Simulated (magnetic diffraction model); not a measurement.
# Moment size from magnetic intensity in La3NdGa4S12

Space group C2 (no. 5), a = 11.3420 Å, b = 6.6380 Å, c = 11.7050 Å, β = 110.83°.

```
site  atom       x       y       z
  2b    Nd     1/2  0.8684     1/2
  4c    La  0.7513  0.3766  0.7492
  2a    La       0  0.8687       0
  4c    Ga  0.3766  0.8704  0.1234
  4c    Ga  0.8768  0.8697  0.6272
  4c     S  0.7484  0.8069  0.7468
  4c     S  0.2462  0.6587  0.9682
  4c     S  0.7503  0.6618  0.4633
  4c     S  0.4954  0.5881  0.7841
  4c     S  0.4987  0.0872  0.2892
  2a     S       0  0.4443       0
  2b     S       0  0.9481     1/2
```

This is a made-up structure (elements placed in a structure type, unrelaxed), so the numbers test the method and describe no known phase.

Only Nd is taken to order (form factors of Nd3+); orders and moment sizes are assumed, and not adapted to the symmetry. Radiation: neutrons of λ = 2.567 Å, 3° to 40°; isotropic B of 0.42 Å² (Nd), 0.38 Å² (La), 0.46 Å² (Ga) and 0.71 Å² (S). The intensities are simulated: I ∝ L Σ (|F_N|² + |F_M⊥|²) for unpolarised neutrons, with F_M = 2.695 fm/μB × Σ f(s) S exp(2πi Q·r) exp(−B s²) at Q = H ± k (one set where k and −k are equivalent), only the part normal to Q counting and L = 1/(sin²θ cos θ). For collinear order S is the moment m, which repeats by lattice and centring translations R with the sign exp(−2πi k·R). Form factors are spin-only for 3d ions and dipole or tabulated for f ions, scattering lengths are Sears's of 1992, and absorption is left out. A label names one of the reflections at its angle. The strongest nuclear line in the range is 100, and lines under 0.2 are left out.

In a first state the assumed order is k = (0 0 0), collinear moments along [111], 2.8 μB on Nd, with this pattern:

```tsv
2θ (°)	index	nuclear	magnetic
13.47	(0 0 1)	1.6	194.9
26.38	(1 1 0)	0.6	161.6
26.41	(2 0 -1)	2.5	97.4
27.14	(0 0 2)	0.5	48.0
27.30	(1 1 -1)	3.2	184.3
28.03	(2 0 0)	0.0	48.5
31.41	(2 0 -2)	49.3	80.7
31.99	(1 1 1)	100.0	77.2
34.29	(1 1 -2)	0.6	111.6
35.43	(2 0 1)	0.0	16.3
```

**Question.** Nearer the ordering temperature the line at 13.47° has total intensity 97.2 on the same scale, and all moments have shrunk alike. How large is the Nd moment?

The nuclear part, 1.6, stays, so the magnetic part is 95.5 against 194.9. It goes as m², so m = 2.8 × √(95.5/194.9) = 1.96 μB; the value used was 1.96 μB.

[Logs are printed without paths, hosts, clocks, repeated set-up lines and the standing remarks that a program may print on its own settings, such as how far it seeks lower states.]
